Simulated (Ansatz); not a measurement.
# Gate voltage at the highest density: H-BN-H chair monolayer

A layer charged from one gate needs a voltage that grows with the carrier density; the slope is e over the total capacitance.

**Method.** Ansatz 0.2.0, plane waves with PAW datasets (its set soft_2), LDA; isolated slab, charged sheet 6 Å from the outer atoms behind model barriers, atoms held, Fermi-Dirac smearing of 0.02585 eV. The voltage is that of the gate against the layer's Fermi level, from the uncharged case, which has a gap of 2.86 eV.

```
  run  added electrons (10¹³ per cm²)  gate voltage (V)
run 1                           −1.00             −2.49
run 2                           −2.00             −3.54
run 3                           −4.00             −5.59
run 4                           −7.00             −8.66
run 5                          −11.00                 ?
```

**Question.** What value belongs in the row marked “?”, and how far can the other rows tell?

A least-squares line through the 4 rows shown has slope 1.0271 and intercept −1.4752; no row lies more than 0.01 V off it. The capacitance is 1.602/1.0271 = 1.56 µF/cm², against 1.48 µF/cm² for plates 6 Å apart in vacuum; it is the larger, as where the added charge has its centre outside the outer atoms (not examined here). The intercept is mostly the shift of the Fermi level from inside the gap to the band edge. At −11.00 it gives 1.0271 × (−11.00) + (−1.4752) = −12.77 V, beyond the rows fitted. Rounding and scatter of the rows alone allow about ±0.031 V there.

The run itself gives −12.77 V: a miss of 0.00 V, or 0.0 % of the value. The line holds within the rounding of the rows.

**Limits.** The gates are model sheets, not atoms, and low densities sample few k-points.

[Logs are printed without paths, hosts, clocks, repeated set-up lines and the standing remarks that a program may print on its own settings, such as how far it seeks lower states.]
